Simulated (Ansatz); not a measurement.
# Lattice dynamics of SbAs (model cell, started as CsCl type)

Aim: the vibrations of SbAs (model cell, started as CsCl type), their spectra, and whether the structure is stable.

Main program and level: Ansatz 0.2.0; DFT PBEsol, scalar-relativistic, plane waves, PAW.

The structure was built from a prototype and need not be the compound's stable phase.

### 1. Set-up

Symmetry: Pm-3m, No. 221, cubic system. Conventional cell: a = 3.423 Å, b = 3.423 Å, c = 3.423 Å, α = 90.00°, β = 90.00°, γ = 90.00°. Sb has 8 As at 2.96 Å nearest. Nearest to As lie 8 Sb at 2.96 Å. Farther neighbours are not listed.

### 2. Rough relaxation

The start is far from rest, so a relaxation with loose tolerances brings it close first.

input.yaml reads:

```yaml
crystal:
  lattice:
    - [3.42253, 0.0, 0.0]
    - [0.0, 3.42253, 0.0]
    - [0.0, 0.0, 3.42253]
  atoms:
    - { symbol: Sb, position: [0.0, 0.0, 0.0] }
    - { symbol: As, position: [0.5, 0.5, 0.5] }
kpoints:
  mp_grid: { grid: [6, 6, 6] }
hamiltonian:
  xc: pbesol
scf:
  occupations: { method: gaussian, width: 0.1 }
output:
  forces: true
  stress: true
  eigenvalues: true
relax:
  adjacent_minimum: "off"
  f_tol: 0.05
  max_steps: 80
  cell: { stress_tol: 0.5 }
```

On the command line:

```console
ansatz run input.yaml --threads 4 --pin off --max-ram 7168MiB --backend cpu --events-out ev --progress --plain --runs-dir out
```

Numbers of over 12 decimals in the logs are rounded to 6 here.

The program printed:

```text
The last accepted step is kept in <dir> (removed where the run ends without a failure and the disk answers)
Engine: ansatz 0.2.0, x86_64-unknown-linux-gnu
Pseudopotentials: kind: paw
Pseudopotential: Sb, paw, valence charge 15, recommended cutoff 420 eV (normal), Sb.paw.azcp
Pseudopotential: As, paw, valence charge 15, recommended cutoff 420 eV (normal), As.paw.azcp
Functional definition: PBEsol
  exchange = pbesol_x
[...]
--- Relaxed structure (3 steps of the walk, 3 accepted, 1 SCFs on fresh bases) ---
  F+E_penalty+E_count = -11220.53253584 eV   max|allowed force component| = 2.235e-30 eV/Å   (the final SCF, on the basis selected at the relaxed cell)
  cell:  # Å, volume = 44.4444 Å³
    - [3.542194, 0, 0]
    - [0, 3.542194, 0]
    - [0.0, 0, 3.542194]
  atoms:
    - { symbol: Sb, position: [0, 0, 0] }
    - { symbol: As, position: [0.500000, 0.500000, 0.500000] }
[key lines of the parts left out:]
SCF converged after 4 iterations
Free energy (F): -11220.532536 eV
Fermi energy:    12.172335 eV
P = ⅓ Tr σ = -0.3789 GPa (-3.789 kbar)
```

Run time: 4.9 s. Hardware: 4 threads of Intel Xeon 6975P-C (Granite Rapids), shared host; peak memory 0.39 GiB; 5.9 s of CPU time.

Relaxation path:

| step | energy less that of the first step (eV) | largest force component (eV/Å) | pressure (GPa) | volume (Å³) |
| --- | --- | --- | --- | --- |
| 1 | 0.0000 | 0.0000 | 8.62 | 40.09 |
| 2 | -0.0788 | 0.0000 | -3.09 | 46.24 |
| 3 | -0.0990 | 0.0000 | -0.38 | 44.44 |
| 4* | -0.1001 | 0.0000 | -0.38 | 44.44 |

Relaxation steps marked * repeat the geometry before them on a plane-wave basis chosen anew for their cell, so energy and pressure can jump there.

Forces are held to the 48 operations that the run works with; a distortion that breaks them can't arise in this run.

```
conventional cell, symmetrised  before  after   change
                         a (Å)   3.423  3.542   +3.5 %
                         b (Å)   3.423  3.542   +3.5 %
                         c (Å)   3.423  3.542   +3.5 %
              volume (Å³/atom)   20.05  22.22  +10.9 %
```

The relaxed structure:

```xyz
2
Lattice="3.5422 0.0000 0.0000 0.0000 3.5422 0.0000 0.0000 0.0000 3.5422" Properties=species:S:1:pos:R:3 pbc="T T T"
Sb    0.0000    0.0000    0.0000
As    1.7711    1.7711    1.7711
```

Numbers from this step:

- pressure: -0.3789 GPa
- volume per atom: 22.22 Å³
- gap on the k-mesh: 0 eV

In this step the volume went from 20.05 to 22.22 Å³/atom.

### 3. Bringing the structure to rest

The cell and atoms are relaxed, since residual forces and stress would shift the frequencies.

input.yaml reads:

```yaml
crystal:
  lattice:
    - [3.5421941831, 0.0, 0.0]
    - [0.0, 3.5421941831, 0.0]
    - [0.0, 0.0, 3.5421941831]
  atoms:
    - { symbol: Sb, position: [0.0, 0.0, 0.0] }
    - { symbol: As, position: [0.5, 0.5, 0.5] }
kpoints:
  mp_grid: { grid: [10, 10, 10] }
hamiltonian:
  xc: pbesol
scf:
  occupations: { method: gaussian, width: 0.1 }
output:
  forces: true
  stress: true
  eigenvalues: true
  write_density: true
  write_potential: true
  elf: true
  volumetric_format: npy
relax:
  adjacent_minimum: "off"
  f_tol: 0.005
  max_steps: 80
  cell: { stress_tol: 0.05 }
```

The program printed:

```text
[...]
Crystal: 2 atoms, lattice volume = 44.444 Å³
Basis set: ecut = 420 eV, 895 PW (Γ), exchange–correlation on 48×48×48 points (8 copies of the dense FFT grid, shifted against one another)
Bands: 19, of which v1, the nominal top of the filled ones, is band 15 counted from 1 (14 counted from 0)
Symmetry: 48 space group operations
[...]
k-points: 56 of 1000
[...]
SCF iter   1: F=—  HF=-11220.577268 eV  |F-HF|=—  |Δ(HF+E_count)|=         —  Δρ=3.62e-3  dr2=1.00e-2  ethr=1.77e-3  ⟨swp⟩=5.6  Hψ=5030  notcnv=0
[...]
SCF iter   7: F=-11220.573324 eV  HF=-11220.573324 eV  |F-HF|=4.21e-9  |Δ(HF+E_count)|=   1.73e-9  Δρ=5.35e-6  dr2=1.18e-8  ethr=3.33e-10  ⟨swp⟩=8.1  Hψ=6182  notcnv=0
SCF 1 converged in 7 iterations: F = -11220.573324 eV  dr2 = 1.18e-8
[...]
relax step   1: F+E_penalty+E_count = -11220.57332438 eV  Δ(F+E_penalty+E_count) = +0.000e0 eV  max|allowed force component| = 1.183e-30 eV/Å  Δτ_max = 0.0000 Å  P = -0.780 GPa  Ω = 44.444 Å³  (7 SCF iters, dr2 threshold 1.00e-7 eV, accepted)
Crystal: 2 atoms, lattice volume = 43.677 Å³
Basis set: ecut = 420 eV, 847 PW (Γ), exchange–correlation on 48×48×48 points (8 copies of the dense FFT grid, shifted against one another)
[...]
SCF iter   4: F=-11220.574083 eV  HF=-11220.574083 eV  |F-HF|=9.99e-9  |Δ(HF+E_count)|=   3.40e-7  Δρ=2.10e-5  dr2=1.71e-7  ethr=6.67e-10  ⟨swp⟩=9.3  Hψ=7390  notcnv=0
SCF 2 converged in 4 iterations: F = -11220.574083 eV  dr2 = 1.71e-7
  Residual-converged pass: ⟨swp⟩=1.0  Hψ=1289  notcnv=0  max |occ|·‖R‖ = 7.1e-9 eV (tolerance 1.0e-8 eV)  dr2=1.71e-7  dr2_onsite=1.02e-8  max |Δocc| = 3.7e-11
relax step   2: F+E_penalty+E_count = -11220.57408302 eV  Δ(F+E_penalty+E_count) = -7.586e-4 eV  max|allowed force component| = 3.780e-31 eV/Å  Δτ_max = 0.0000 Å  P = +0.561 GPa  Ω = 43.677 Å³  energy of the carried Pulay correction = +1.799e-4 eV  (4 SCF iters, dr2 threshold 2.00e-7 eV, accepted)
Crystal: 2 atoms, lattice volume = 43.995 Å³
[...]
SCF iter   3: F=-11220.574549 eV  HF=-11220.574550 eV  |F-HF|=1.70e-7  |Δ(HF+E_count)|=   3.52e-7  Δρ=1.98e-5  dr2=1.66e-7  ethr=6.67e-10  ⟨swp⟩=6.8  Hψ=7197  notcnv=0
SCF 3 converged in 3 iterations: F = -11220.574549 eV  dr2 = 1.66e-7
relax step   3: F+E_penalty+E_count = -11220.57454936 eV  Δ(F+E_penalty+E_count) = -4.663e-4 eV  max|allowed force component| = 1.315e-30 eV/Å  Δτ_max = 0.0000 Å  P = -0.010 GPa  Ω = 43.995 Å³  energy of the carried Pulay correction = +1.051e-4 eV  (3 SCF iters, dr2 threshold 2.00e-7 eV, accepted)
[...]
SCF iter   5: F=-11220.574445 eV  HF=-11220.574445 eV  |F-HF|=3.64e-12  |Δ(HF+E_count)|=  5.82e-11  Δρ=1.06e-7  dr2=4.56e-12  ethr=1.00e-12  ⟨swp⟩=4.2  Hψ=5222  notcnv=0
SCF 4 converged in 5 iterations: F = -11220.574445 eV  dr2 = 4.56e-12
relax step   4: F+E_penalty+E_count = -11220.57444545 eV  Δ(F+E_penalty+E_count) = +1.039e-4 eV  max|allowed force component| = 4.273e-31 eV/Å  Δτ_max = 0.0000 Å  P = -0.010 GPa  Ω = 43.995 Å³  stress off target by 9.84e-3 GPa  SCF on the basis re-selected at this cell (its energy is not comparable with the rows above)  (5 SCF iters)
basis re-selected at this cell: Δ(F+E_penalty+E_count) = +1.039e-4 eV, ΔP = +0.000 GPa vs the last step (what re-selecting the basis moved, of the pressure what is left beyond the Pulay correction that the steps carried, after the strain that the cell walked since its last selection, with what the two solves' SCF thresholds leave and, on support functions, any second-order correction that the steps lacked; it is no m [...]
SCF converged after 5 iterations
Free energy (F): -11220.574445 eV
[...]
Internal energy: -11220.566941 eV  (E = F + TS)
E sigma→0 (E₀):  -11220.570693 eV
Entropy (-TS):   -0.007505 eV (-3.752 meV/atom)
Fermi energy:    12.485596 eV
[...]
--- Stress (GPa, compression-positive) ---
       -0.009838      -0.000000       0.000000
       -0.000000      -0.009838       0.000000
        0.000000       0.000000      -0.009838
  P = ⅓ Tr σ = -0.0098 GPa (-0.098 kbar)
--- Band table (eV; the first three rows and the last of 56) ---
  k-point 0: bands = [... 11 lower, 6.5073, 10.3371, 10.3371, 10.3371, 15.7857, 15.7857, 18.5800, 18.5800]
  k-point 1: bands = [... 11 lower, 6.1084, 10.2763, 10.4595, 10.4595, 15.8930, 16.5167, 18.0443, 18.1919]
  k-point 2: bands = [... 11 lower, 5.0775, 10.3642, 10.8231, 10.8231, 16.2150, 16.5344, 17.1951, 17.1951]
  k-point 55: bands = [... 11 lower, 5.2008, 9.3489, 9.3489, 9.3489, 9.5207, 9.5207, 9.5207, 28.4794]
--- Relaxed structure (3 steps of the walk, 3 accepted, 1 SCFs on fresh bases) ---
[...]
cell:  # Å, volume = 43.9948 Å³
    - [3.530208, 0, 0.0]
    - [0, 3.530208, 0.0]
    - [0, 0.0, 3.530208]
  atoms:
    - { symbol: Sb, position: [0, 0, 0] }
    - { symbol: As, position: [0.5, 0.5, 0.5] }
```

Elapsed: 8.6 s, on 4 threads; peak memory 0.43 GiB; 13 s of CPU time.

Step by step:

```
step  energy less that of the first step (eV)  largest force component (eV/Å)  pressure (GPa)  volume (Å³)
   1                                   0.0000                          0.0000           -0.78        44.44
   2                                  -0.0008                          0.0000            0.56        43.68
   3                                  -0.0012                          0.0000           -0.01        43.99
  4*                                  -0.0011                          0.0000           -0.01        43.99
```

Relaxation steps marked * repeat the geometry before them on a plane-wave basis chosen anew for their cell, so energy and pressure can jump there.

The run keeps the 48 symmetry operations that it works with, so distortions that break them were not tested.

```csv
"conventional cell, symmetrised",before,after,change
a (Å),3.542,3.530,-0.3 %
b (Å),3.542,3.530,-0.3 %
c (Å),3.542,3.530,-0.3 %
volume (Å³/atom),22.22,22.00,-1.0 %
```

The relaxed structure:

```cif
data_structure
_symmetry_space_group_name_H-M 'P 1'
_symmetry_Int_Tables_number 1
_cell_length_a 3.5302
_cell_length_b 3.5302
_cell_length_c 3.5302
_cell_angle_alpha 90.000
_cell_angle_beta 90.000
_cell_angle_gamma 90.000
_cell_volume 43.99
loop_
_atom_site_label
_atom_site_type_symbol
_atom_site_fract_x
_atom_site_fract_y
_atom_site_fract_z
_atom_site_occupancy
Sb1 Sb 0.00000 0.00000 0.00000 1
As2 As 0.50000 0.50000 0.50000 1
```

This step gave:

```yaml
pressure: -0.009838 GPa
volume_per_atom: 22.00 Å³
```

Electrostatic potential energy in the ac plane at fractional y = 0.000, with atoms of Sb within 0.2 Å of it. With pseudopotentials it is smooth inside the atoms' cores, unlike the true potential.

Values in eV, 14 rows by 14 columns, each cell a mean:
```
-14 -15 -16 -11   0   9  13  14  12   8  -3 -13 -15 -15
-15 -15 -14  -7   4  11  13  14  13  10   2 -10 -15 -15
-14 -13  -9   0   9  12  14  15  14  12   7  -2 -10 -13
 -4  -2   3   8  12  14  15  15  15  13  11   7   2  -3
  8   9  10  12  14  15  15  15  15  14  13  12  10   8
 12  12  13  14  15  15  15  15  15  15  15  14  13  12
 14  14  14  15  15  15  15  15  15  15  15  15  14  14
 13  13  14  14  15  15  15  15  15  15  15  14  13  13
  9   9  11  13  14  15  15  15  15  15  14  12  11   9
 -1   1   5  10  12  14  15  15  15  14  12   9   4   0
-13 -11  -6   3  10  13  14  15  14  12   8   0  -7 -11
-16 -15 -14  -6   5  11  14  14  13  10   3  -9 -14 -16
-14 -15 -15 -11   1   9  13  14  12   9  -2 -13 -15 -15
-14 -14 -16 -13  -1   9  13  14  12   8  -4 -14 -15 -14
```
Columns run along a (3.5 Å; values clipped at the 3rd and 97th percentile), rows up along c (3.5 Å). Atoms in or near the plane, at fractional coordinates: Sb at (0.00, 0.00).

Valence density in the ac plane at fractional y = 0.000, with atoms of Sb within 0.2 Å of it. It is the smooth field of the valence electrons, not physical close to the nuclei.

Ten steps, logarithmic in the rise over the least value, from '_' (0 e/Å³) to '@' (21 e/Å³), each cell a mean:
```
@@%%**--::________..::==**%%
##**==--..__________..--++**
====--::..__________..::--==
::::....______________....::
....______________________..
____________________________
____________________________
____________________________
..__________________________
::......______________....::
==--::....__________..::----
****==::..__________..--==**
@@%%**--..________..::==**%%
@@@@**==::..______..::==##@@
```
Columns run along a (3.5 Å), rows up along c (3.5 Å). Atoms in or near the plane, at fractional coordinates: Sb at (0.00, 0.00).

ELF in the ac plane at fractional y = 0.000, with atoms of Sb within 0.2 Å of it. It is the smooth field of the valence electrons, not physical close to the nuclei.

Ten even steps from '0' (0.00) to '9' (0.40), each cell a mean:
```
00389854699720
13699854699852
67899743589987
99998643469999
99975433346899
66554332334566
44433322233344
55543332334455
98875433346788
99997533458999
78999743579998
23799854599863
00389854699730
00279954699610
```
Columns run along a (3.5 Å), rows up along c (3.5 Å). Atoms in or near the plane, at fractional coordinates: Sb at (0.00, 0.00).

In this step the volume went from 22.22 to 22.00 Å³/atom.

### 4. Tight relaxation

Phonons need a cell at rest on their own settings, so the relaxation is repeated with tight tolerances on forces and stress on the k mesh and occupations of the first response run.

input.yaml reads:

```yaml
crystal:
  lattice:
    - [3.5302083066, 0.0, 0.0]
    - [0.0, 3.5302083066, 0.0]
    - [0.0, 0.0, 3.5302083066]
  atoms:
    - { symbol: Sb, position: [0.0, 0.0, 0.0] }
    - { symbol: As, position: [0.5, 0.5, 0.5] }
kpoints:
  mp_grid: { grid: [12, 12, 12] }
hamiltonian:
  xc: pbesol
scf:
  occupations: { method: methfessel_paxton, width: 0.15 }
output:
  forces: true
  stress: true
  eigenvalues: true
relax:
  adjacent_minimum: "off"
  f_tol: 0.001
  max_steps: 60
  cell: { stress_tol: 0.01 }
```

The program printed:

```text
[...]
Crystal: 2 atoms, lattice volume = 43.995 Å³
Basis set: ecut = 420 eV, 847 PW (Γ), exchange–correlation on 48×48×48 points (8 copies of the dense FFT grid, shifted against one another)
Bands: 19, of which v1, the nominal top of the filled ones, is band 15 counted from 1 (14 counted from 0)
Symmetry: 48 space group operations
[...]
k-points: 84 of 1728
[...]
k-point 83: bands = [... 11 lower, 5.2993, 9.4026, 9.4026, 9.4026, 9.5888, 9.5888, 9.5888, 28.6199]
--- Relaxed structure (3 steps of the walk, 3 accepted, 1 SCFs on fresh bases) ---
[...]
cell:  # Å, volume = 43.7853 Å³
    - [3.524597, 0, 0]
    - [0, 3.524597, 0.0]
    - [0, 0.0, 3.524597]
  atoms:
    - { symbol: Sb, position: [0, 0, 0] }
    - { symbol: As, position: [0.5, 0.5, 0.5] }
[key lines of the parts left out:]
SCF converged after 6 iterations
Free energy (F): -11220.591220 eV
Fermi energy:    12.518310 eV
P = ⅓ Tr σ = -0.0024 GPa (-0.024 kbar)
```

Elapsed: 10 s, on 4 threads; peak memory 0.46 GiB; 17 s of CPU time.

Relaxation path:

| step | energy less that of the first step (eV) | largest force component (eV/Å) | pressure (GPa) | volume (Å³) |
| --- | --- | --- | --- | --- |
| 1 | 0.0000 | 0.0000 | -0.39 | 43.99 |
| 2 | -0.0002 | 0.0000 | 0.33 | 43.61 |
| 3 | -0.0003 | 0.0000 | 0.00 | 43.79 |
| 4* | -0.0003 | 0.0000 | 0.00 | 43.79 |

Relaxation steps marked * repeat the geometry before them on a plane-wave basis chosen anew for their cell, so energy and pressure can jump there.

The run keeps the 48 symmetry operations that it works with, so distortions that break them were not tested.

| conventional cell, symmetrised | before | after | change |
| --- | --- | --- | --- |
| a (Å) | 3.530 | 3.525 | -0.2 % |
| b (Å) | 3.530 | 3.525 | -0.2 % |
| c (Å) | 3.530 | 3.525 | -0.2 % |
| volume (Å³/atom) | 22.00 | 21.89 | -0.5 % |

The relaxed structure:

```cif
data_structure
_symmetry_space_group_name_H-M 'P 1'
_symmetry_Int_Tables_number 1
_cell_length_a 3.5246
_cell_length_b 3.5246
_cell_length_c 3.5246
_cell_angle_alpha 90.000
_cell_angle_beta 90.000
_cell_angle_gamma 90.000
_cell_volume 43.79
loop_
_atom_site_label
_atom_site_type_symbol
_atom_site_fract_x
_atom_site_fract_y
_atom_site_fract_z
_atom_site_occupancy
Sb1 Sb 0.00000 0.00000 0.00000 1
As2 As 0.50000 0.50000 0.50000 1
```

Numbers from this step:

```
pressure        : -0.002410 GPa
volume per atom : 21.89 Å³
```

The forces vanish by symmetry and the pressure is -0.002 GPa, within the tolerances set. The cell now holds 21.89 Å³/atom.

(Continued in part 2 of 2.)

[Logs are printed without paths, hosts, clocks, repeated set-up lines and the standing remarks that a program may print on its own settings, such as how far it seeks lower states.]

[Hosts, paths, dates, database ids (printed as entryN), source tags and the programs' standing remarks are cut or masked in the printed files.]
